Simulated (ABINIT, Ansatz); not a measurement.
# Lattice dynamics of Tm (P6_3/mmc) in two programs, part 4 of 4

Aim: the phonon dispersion of Tm (P6_3/mmc), checked by a second program.

ABINIT 10.8.3; DFT PBEsol, scalar-relativistic, plane waves, PseudoDojo norm-conserving, 4f in core pseudopotentials (the lanthanide files made for PBE).

So far, highest frequency (cm⁻¹): step 7 (dispersion) 120.

### 9. The same in Ansatz

A second program on the same cell, potentials, cutoff and meshes tests the implementation of the phonon response, not its convergence.

This step: DFT PBEsol, scalar-relativistic, plane waves, norm-conserving pseudopotentials, 4f in core (Ansatz 0.2.0).

input.yaml

```yaml
crystal:
  lattice:
    - [3.4850642579, 0.0, 0.0]
    - [-1.742532129, 3.0181541812, 0.0]
    - [0.0, 0.0, 5.4345150459]
  atoms:
    - { symbol: Tm, position: [0.3333333333, 0.6666666667, 0.25] }
    - { symbol: Tm, position: [0.6666666667, 0.3333333333, 0.75] }
kpoints:
  mp_grid: { grid: [9, 9, 6] }
hamiltonian:
  xc: pbesol
  pseudopotentials:
    kind: nc
    azcp: { Tm: "pseudopotentials/pbe/nc/lanthanide_3plus/Tm.nc.azcp" }
    accuracy: standard
scf:
  occupations: { method: gaussian, width: 0.27211 }
output:
  eigenvalues: true
basis:
  ecutwfc: 571.439
phonons:
  method: dfpt
  qmesh: [3, 3, 2]
  temperatures: { t_max: 1000, t_step: 50 }
  qpath:
    path:
      - [[0.0, 0.0, 0.0], [0.5, 0.0, 0.0], [0.33333333, 0.33333333, 0.0], [0.0, 0.0, 0.0], [0.0, 0.0, 0.5], [0.5, 0.0, 0.5], [0.33333333, 0.33333333, 0.5], [0.0, 0.0, 0.5]]
      - [[0.5, 0.0, 0.5], [0.5, 0.0, 0.0]]
      - [[0.33333333, 0.33333333, 0.5], [0.33333333, 0.33333333, 0.0]]
    npoints: 10
  electrical_resistivity: { temperatures: [77, 300], mesh: [18, 18, 12] }
```

Launch:

```sh
$ ansatz run input.yaml --threads 4 --pin off --max-ram 16384MiB --backend cpu --events-out ev --progress --plain --runs-dir out
```

Numbers of over 12 decimals in the logs are rounded to 6 here.

What it wrote:

```text
Warning: basis.ecutwfc = 571.439 eV is below the records' recommended 680.284656 eV, and the density's cutoff is lower with it unless basis.ecutrho_ratio is high enough to keep the records' density cutoff: compare with a run at a higher cutoff
Warning: <dir> the record states the generating functional pbe (its physics header spells it `PBE`), which answers neither for hamiltonian.xc's functional nor for the pbesol family's — results may be inconsistent (PPs are generated against a specific XC)
Engine: ansatz 0.2.0, aarch64-unknown-linux-gnu
Pseudopotentials: kind: nc
Pseudopotential: Tm, nc, valence charge 11, recommended cutoff 680.284656 eV (normal), <dir>
Functional definition: PBEsol
  exchange = pbesol_x
  correlation = pbesol_c
Crystal: 2 atoms, lattice volume = 57.163 Å³
Basis set: ecut = 571.439 eV, 1773 PW (Γ), exchange–correlation on 60×60×96 points (8 copies of the dense FFT grid, shifted against one another)
Bands: 15, of which v1, the nominal top of the filled ones, is band 11 counted from 1 (10 counted from 0)
Symmetry: 24 space group operations
k-points: 48 of 486
Non-local potential: Tm, projectors of the file, l = 0: 2, l = 1: 2, l = 2: 2, l = 3: 1
Initial density: superposition of atomic densities (chi_scale 0.1, normalization cell)
Initial wavefunctions: pseudopotential atomic-orbital guess
Functional: x = pbesol(κ = 0.804, μ = 0.123457), c = pbesol(β = 0.046)
SCF iter   1: F=—  HF=-2489.811588 eV  |F-HF|=—  |Δ(HF+E_count)|=         —  Δρ=1.60e-2  dr2=1.96e-1  ethr=3.10e-3  ⟨swp⟩=4.6  Hψ=3075  notcnv=0
preconditioner: auto → Kerker (q_TF=auto, 2.327 Å⁻¹)  [metal: Δε(μ)=0.002 eV  Ē_g=3.174 eV  σ=0.272 eV  W_gap=0.00  n_scr=10 (ndim 8)  ℏωp=12.0 eV  f_vac=0.000  D(μ)=3.16/eV (n_scr^D=34)]
SCF iter   2: F=—  HF=-2489.766881 eV  |F-HF|=—  |Δ(HF+E_count)|=   4.47e-2  Δρ=1.00e-2  dr2=8.17e-2  ethr=8.91e-4  ⟨swp⟩=1.0  Hψ=1104  notcnv=0
SCF iter   3: F=—  HF=-2489.739712 eV  |F-HF|=—  |Δ(HF+E_count)|=   2.72e-2  Δρ=1.80e-3  dr2=9.75e-4  ethr=3.71e-4  ⟨swp⟩=2.4  Hψ=1166  notcnv=0
SCF iter   4: F=—  HF=-2489.739434 eV  |F-HF|=—  |Δ(HF+E_count)|=   2.78e-4  Δρ=3.80e-4  dr2=3.42e-5  ethr=4.43e-6  ⟨swp⟩=2.8  Hψ=1182  notcnv=0
SCF iter   5: F=—  HF=-2489.739421 eV  |F-HF|=—  |Δ(HF+E_count)|=   1.34e-5  Δρ=5.52e-5  dr2=8.48e-7  ethr=1.56e-7  ⟨swp⟩=2.0  Hψ=1223  notcnv=0
SCF iter   6: F=—  HF=-2489.739421 eV  |F-HF|=—  |Δ(HF+E_count)|=   2.43e-7  Δρ=5.72e-6  dr2=8.96e-9  ethr=3.86e-9  ⟨swp⟩=2.1  Hψ=1235  notcnv=0
SCF iter   7: F=—  HF=-2489.739421 eV  |F-HF|=—  |Δ(HF+E_count)|=   3.11e-9  Δρ=1.04e-6  dr2=3.60e-10  ethr=4.07e-11  ⟨swp⟩=2.9  Hψ=1392  notcnv=0
SCF iter   8: F=-2489.739421 eV  HF=-2489.739421 eV  |F-HF|=9.09e-13  |Δ(HF+E_count)|=  7.46e-11  Δρ=7.85e-8  dr2=3.09e-12  ethr=1.00e-12  ⟨swp⟩=3.9  Hψ=3381  notcnv=0
SCF 1 converged in 8 iterations: F = -2489.739421 eV  dr2 = 3.09e-12
NSCF: frozen V_eff on 48 k-points
NSCF: frozen V_eff on 100 k-points
DFPT response loops at q = (0, 0, 0) (fractional): preconditioner auto → Kerker (q_TF=auto, 2.327 Å⁻¹) (partly filled bands, converged f_vac=0.000); β = 1.00, the filter's whole step (`scf.mixing.beta` (0.50) is not read by the response loops under this deck's `scf.mixing.preconditioner`; to damp them name `kerker` or `kerker_dos`, under which they read `scf.mixing.beta`, and type it under 1.00, their step now; both keys bind the ground state too); Broyden in place of MSR1
NSCF: frozen V_eff on 200 k-points
DFPT response loops at q = (0, 0, -0.5) (fractional): mixed as the last ones told, above
NSCF: frozen V_eff on 360 k-points
DFPT response loops at q = (0, 0.333333, 0) (fractional): mixed as the last ones told, above
NSCF: frozen V_eff on 360 k-points
DFPT response loops at q = (0, 0.333333, -0.5) (fractional): mixed as the last ones told, above
NSCF: frozen V_eff on 360 k-points
DFPT response loops at q = (0.333333, 0.333333, 0) (fractional): mixed as the last ones told, above
NSCF: frozen V_eff on 360 k-points
DFPT response loops at q = (0.333333, 0.333333, -0.5) (fractional): mixed as the last ones told, above
SCF iter   1: F=—  HF=-2489.811588 eV  |F-HF|=—  |Δ(HF+E_count)|=         —  Δρ=1.60e-2  dr2=1.96e-1  ethr=3.10e-3  ⟨swp⟩=4.6  Hψ=3075  notcnv=0
SCF iter   2: F=—  HF=-2489.766881 eV  |F-HF|=—  |Δ(HF+E_count)|=   4.47e-2  Δρ=1.00e-2  dr2=8.17e-2  ethr=8.91e-4  ⟨swp⟩=1.0  Hψ=1104  notcnv=0
SCF iter   3: F=—  HF=-2489.739712 eV  |F-HF|=—  |Δ(HF+E_count)|=   2.72e-2  Δρ=1.80e-3  dr2=9.75e-4  ethr=3.71e-4  ⟨swp⟩=2.4  Hψ=1166  notcnv=0
SCF iter   4: F=—  HF=-2489.739434 eV  |F-HF|=—  |Δ(HF+E_count)|=   2.78e-4  Δρ=3.80e-4  dr2=3.42e-5  ethr=4.43e-6  ⟨swp⟩=2.8  Hψ=1182  notcnv=0
SCF iter   5: F=—  HF=-2489.739421 eV  |F-HF|=—  |Δ(HF+E_count)|=   1.34e-5  Δρ=5.52e-5  dr2=8.48e-7  ethr=1.56e-7  ⟨swp⟩=2.0  Hψ=1223  notcnv=0
SCF iter   6: F=—  HF=-2489.739421 eV  |F-HF|=—  |Δ(HF+E_count)|=   2.43e-7  Δρ=5.72e-6  dr2=8.96e-9  ethr=3.86e-9  ⟨swp⟩=2.1  Hψ=1235  notcnv=0
SCF iter   7: F=—  HF=-2489.739421 eV  |F-HF|=—  |Δ(HF+E_count)|=   3.11e-9  Δρ=1.04e-6  dr2=3.60e-10  ethr=4.07e-11  ⟨swp⟩=2.9  Hψ=1392  notcnv=0
SCF iter   8: F=-2489.739421 eV  HF=-2489.739421 eV  |F-HF|=0.00e0  |Δ(HF+E_count)|=  7.46e-11  Δρ=7.85e-8  dr2=3.09e-12  ethr=1.00e-12  ⟨swp⟩=1.0  Hψ=2171  notcnv=0
SCF 2 converged in 8 iterations: F = -2489.739421 eV  dr2 = 3.09e-12
NSCF: frozen V_eff on 48 k-points
NSCF: frozen V_eff on 48 k-points
[...]
SCF converged after 8 iterations
Free energy (F): -2489.739421 eV
Harris-Foulkes:  -2489.739421 eV  (|F-HF|=9.09e-13)
Internal energy: -2489.621281 eV  (E = F + TS)
E sigma→0 (E₀):  -2489.680351 eV
Entropy (-TS):   -0.118140 eV (-59.070 meV/atom)
Fermi energy:    10.677538 eV
--- Per-component energies (eV) ---
  E_band       = -284.144143
  E_kinetic    = 622.947136
  E_local      = -1156.620016  (includes V_loc(G=0)·N_el)
  E_nonlocal   = -35.305882
  E_hartree    = 352.410420
  E_xc         = -627.670632
  E_vxc        = -419.986237  (∫ρ·V_xc dr)
  E_ewald      = -1645.382307
  E_smearing   = -0.118140  (= −TS)
  E_closure    = 0.000000  (closes the sum)
  Σ components = -2489.739421   (vs F -2489.739421, Δ=0.00e0)
--- Band table (eV; the first three rows and the last of 48) ---
  k-point 0: bands = [... 7 lower, -14.0736, 4.8972, 8.2882, 11.8030, 12.7432, 12.7432, 13.1944, 13.5212]
  k-point 1: bands = [... 7 lower, -14.1212, 5.1168, 8.1209, 11.6146, 12.6257, 12.6257, 12.9726, 13.3256]
  k-point 2: bands = [... 7 lower, -14.1422, 5.7354, 7.5331, 11.4997, 12.4227, 12.5320, 12.5320, 12.9439]
  k-point 47: bands = [... 7 lower, -14.1953, 10.0374, 10.0374, 10.2267, 10.2267, 11.2144, 11.2144, 13.9956]
--- Phonons (Γ-DFPT): 2 representative perturbations + reference (Σ response iterations 9) ---
  ASR residual: 2.412e-5 → 0.000e0 eV/Å²; symmetrization residual: 1.670e-10 eV/Å²
  ASR residual per site (eV/Å²): 2.41e-5 2.41e-5
  Γ frequencies (cm⁻¹): 0.00 0.00 0.00 68.73 68.73 119.77
--- Phonons (arbitrary-q DFPT): 6 irreducible q on the 3×3×2 mesh ---
  q = [0.0000, 0.0000, 0.0000] (star 1, of the zone-centre solve; hermiticity 3.75e-11, symmetrization 1.87e-11): -0.00 -0.00 0.00 68.73 68.73 119.77
  q = [0.0000, 0.0000, -0.5000] (star 1, 2 solved perturbations in 148 linear systems a pass and spin channel, the states on 100 of 486 k-point pairs; hermiticity 4.22e-9, symmetrization 2.11e-9): 50.10 50.10 50.10 50.10 84.76 84.76
  q = [0.0000, 0.3333, 0.0000] (star 6, 3 solved perturbations on 180 of 486 k-point pairs; hermiticity 1.24e-8, symmetrization 3.19e-10): 53.39 57.07 88.22 93.40 98.43 114.88
  q = [0.0000, 0.3333, -0.5000] (star 6, 3 solved perturbations on 180 of 486 k-point pairs; hermiticity 1.70e-8, symmetrization 2.65e-10): 67.56 67.56 73.25 73.25 104.54 104.54
  q = [0.3333, 0.3333, 0.0000] (star 2, 2 solved perturbations in 256 linear systems a pass and spin channel, the states on 180 of 486 k-point pairs; hermiticity 3.81e-9, symmetrization 2.94e-9): 84.91 84.91 88.09 88.09 99.00 107.08
  q = [0.3333, 0.3333, -0.5000] (star 2, 2 solved perturbations in 256 linear systems a pass and spin channel, the states on 180 of 486 k-point pairs; hermiticity 2.06e-8, symmetrization 1.98e-9): 52.59 52.59 100.06 100.06 105.76 105.76
  sum rule: each row above includes the acoustic sum rule's correction from the zone centre's row sums; it moved no ω² by more than (0.20 cm⁻¹)²
  mesh force constants: q→R imaginary residual 0.00e0; ASR residual 2.412e-5 → 0.000e0 eV/Å²; symmetrization residual 6.217e-15 eV/Å²
  interpolated dispersion: 93 rows × 6 modes
  density of states and harmonic sums: on the 21×21×12 q-mesh, interpolated from the force constants of a 3×3×2 supercell (no non-analytic term)
  largest difference from the sums on the solved wave vectors: F 4.70e-2 eV, S 6.13e-5 and C_V 1.43e-5 eV/K
  zero-point energy: 0.030341 eV/cell   skipped modes (ω ≤ 0): 3   left out of the sums: 9.45e-5 of the cell's modes: C_V's classical limit lies that fraction below 3 k_B per atom; for a crystal, a wire or a layer, F and S can be off by more, and a phonons.interpolated_qmesh denser along its periods is the remedy for the sampling
--- Electrical resistivity: potentials and phonons of a 3×3×2 supercell ---
  scattering by harmonic phonons alone, with no dipole-dipole term; scattering by other electrons, impurities, surfaces and spin disorder is left out, and so is spin–orbit coupling
  the resistivity is that of a variational response, whose dependence on the energy is improved iteratively
  at the Fermi level of each mesh (of a tensor a third of its trace):
           mesh   spin    states/(eV spin)  plasma energy (eV)         λ      λ_tr    ħω_log (meV)
       18×18×12                     1.5921              4.4090    0.6347    0.7047           9.055
          9×9×6                     1.5548              4.1351    0.6166    0.6936           9.014
  resistivity on the deck's mesh, µΩ·cm:
     T (K)       trace/3  mesh converged            xx            yy            zz    lowest order   relaxation time
     77.00      1.0314e1              no      1.2593e1      1.2593e1      5.7565e0        1.0823e1          9.7119e0
    300.00      4.8306e1              no      5.8741e1      5.8741e1      2.7436e1        4.9941e1          4.5393e1
  mean free path at 77 K (of a tensor a third of its trace): 11.8 nm by what each carries, 10.6 by the Fermi surface alone
  Hall coefficient in a weak field at 77 K (a third of the trace): -8.759e-11 m³/C (as a tensor it moves by 9.1 % between the two finest meshes); by each state's relaxation time: -7.945e-11 m³/C; by a constant relaxation time: -6.984e-11 m³/C
  mean free path at 300 K (of a tensor a third of its trace): 2.48 nm by what each carries, 2.25 by the Fermi surface alone
  Hall coefficient in a weak field at 300 K (a third of the trace): -7.626e-11 m³/C (as a tensor it moves by 5.9 % between the two finest meshes); by each state's relaxation time: -7.032e-11 m³/C; by a constant relaxation time: -6.728e-11 m³/C
  the resistivity times a path that all electrons share, by the Fermi surface of the deck's mesh alone (a third of the trace): 1.096e-15 Ω·m²
  not converged in the mesh (λ; λ_tr; the resistivity at 77 K by 11.91 %; the resistivity at 300 K by 9.70 %): between neighbouring meshes, the two finest first, λ moves by 2.85 %, λ_tr by 3.14 % and the resistivity by up to 11.91 %; an estimate, no bound, puts it up to 4.6e-8 % above the Boltzmann equation's exact value after up to 4 iterations (at most 30 are made, fewer where the estimate is under 1.0e-6 % of each spin channel's own resistivity)
  vibrations of 18 cells: unjudged by the run; compare a larger repeat
  the changes of the potential over all sites missed a rigid shift's by 0.00 % (the site terms' by 0.00 %)
  at the force constants' own smearing the fine mesh and the k-points of their solves give squared frequencies that differ by 1.8 % of the larger at the most, at (0, 0, 0)
```

The job ended after 4.5 min (4 threads of Arm Neoverse V1, shared host; peak memory 2.3 GiB).

Numbers from this step:

```yaml
sum_rule_residual_before_enforcement: 2.41e-5 eV/Å²
mean_frequency: 81.6 cm⁻¹
debye_temperature_second_moment: 157 K
logarithmic_mean_frequency: 78.2 cm⁻¹
lowest_optical_zone_centre_mode: 68.73 cm⁻¹
lowest_mode_on_the_q_mesh_acoustic_ones_at_the_zone_centre_apart: 50.1 cm⁻¹
zero_point_energy_per_atom: 15.17 meV
heat_capacity_at_300_k: 24.60 J/(mol atoms K)
vibrational_entropy_at_300_k: 49.57 J/(mol atoms K)
```

### 10. Side by side: ABINIT PseudoDojo and Ansatz, PseudoDojo

Worked out from the results:

```yaml
root_mean_square_difference: 0.04 cm⁻¹
largest_difference: 0.1 cm⁻¹
root_mean_square_difference_on_the_path: 0 cm⁻¹
largest_difference_on_the_path: 0.1 cm⁻¹
```

The 12 of 33 modes that differ most. Frequencies side by side:

```
q (reciprocal lattice)  mode  ABINIT PseudoDojo (cm⁻¹)  Ansatz, PseudoDojo (cm⁻¹)
                 0 0 0     6                     119.8                      119.8
            0.3333 0 0     1                     53.33                      53.39
            0.3333 0 0     2                     57.17                      57.07
            0.3333 0 0     6                     114.9                      114.9
       0.3333 0.3333 0     3                     88.15                      88.09
       0.3333 0.3333 0     4                     88.15                      88.09
               0 0 0.5     1                     50.05                       50.1
               0 0 0.5     2                     50.05                       50.1
               0 0 0.5     3                     50.05                       50.1
               0 0 0.5     4                     50.05                       50.1
               0 0 0.5     5                     84.83                      84.76
               0 0 0.5     6                     84.83                      84.76
```

The interpolated bands of the two lie on top of each other.

At the solved wavevectors the largest difference (acoustic modes at Γ apart) is 0.08 % of the highest mode.

### 11. Summary of results

| Item | Value |
| --- | --- |
| space group after relaxation | P6_3/mmc |
| volume per atom | 28.6 Å³ |
| highest optical zone-centre mode (no LO-TO term) | 119.8 cm⁻¹ |
| lowest optical zone-centre mode | 68.7 cm⁻¹ |
| q mesh | 3×3×2 |
| lowest mode on the q mesh (acoustic ones at the zone centre apart) | 50.0 cm⁻¹ |
| zero-point energy per atom | 15.2 meV |
| heat capacity at 300 K | 24.6 J/(mol atoms K) |
| vibrational entropy at 300 K | 49.6 J/(mol atoms K) |
| imaginary modes on the q mesh | none |
| largest difference from Ansatz, PseudoDojo | 0.1 cm⁻¹ |

**Reading.** Tm (P6_3/mmc) is dynamically stable on the 3×3×2 mesh; its spectrum reaches 120 cm⁻¹. At the PBEsol level the optical modes of Tm (P6_3/mmc) at the zone centre run from 69 to 120 cm⁻¹. Along axes with an odd number of divisions the mesh misses the zone-boundary points at one half, where instabilities often lie; those are only interpolated. The base run prints -2.8 GPa, mostly the error of a finite basis; the relaxation, with a smoothed and higher cutoff, had brought the cell to rest. An error of this size shows a cutoff that is short for these files. ABINIT PseudoDojo and Ansatz, PseudoDojo agree to 0.10 cm⁻¹ (0.08 % of the highest mode compared) on all solved modes but the acoustic ones at Γ. These are harmonic frequencies at zero temperature: anharmonic shifts and linewidths and thermal expansion are left out. Spin-orbit coupling is left out, which can matter for the heavy elements here. In a metal the frequencies hang on the k mesh and the smearing, most of all near Kohn anomalies. The 4f electrons are frozen in the core as for a trivalent ion, in files made for PBE, so their moments and any magnetic order are left out. Ansatz warns that the cutoff lies 16 % under the one recommended for these files; agreement at one cutoff is not convergence. The relaxed cell is 5 % smaller in volume than the measured one, and all results belong to that cell. Electron-phonon sums were run after this but are left out, since no second program bore their λ out within 30 %; a λ that a log prints is not taken as a result.

[Host names and launcher messages were left out of these logs when they were recorded.]

[Logs are printed without paths, hosts, clocks, repeated set-up lines and the standing remarks that a program may print on its own settings, such as how far it seeks lower states.]

[Hosts, paths, dates, database ids (printed as entryN), source tags and the programs' standing remarks are cut or masked in the printed files.]
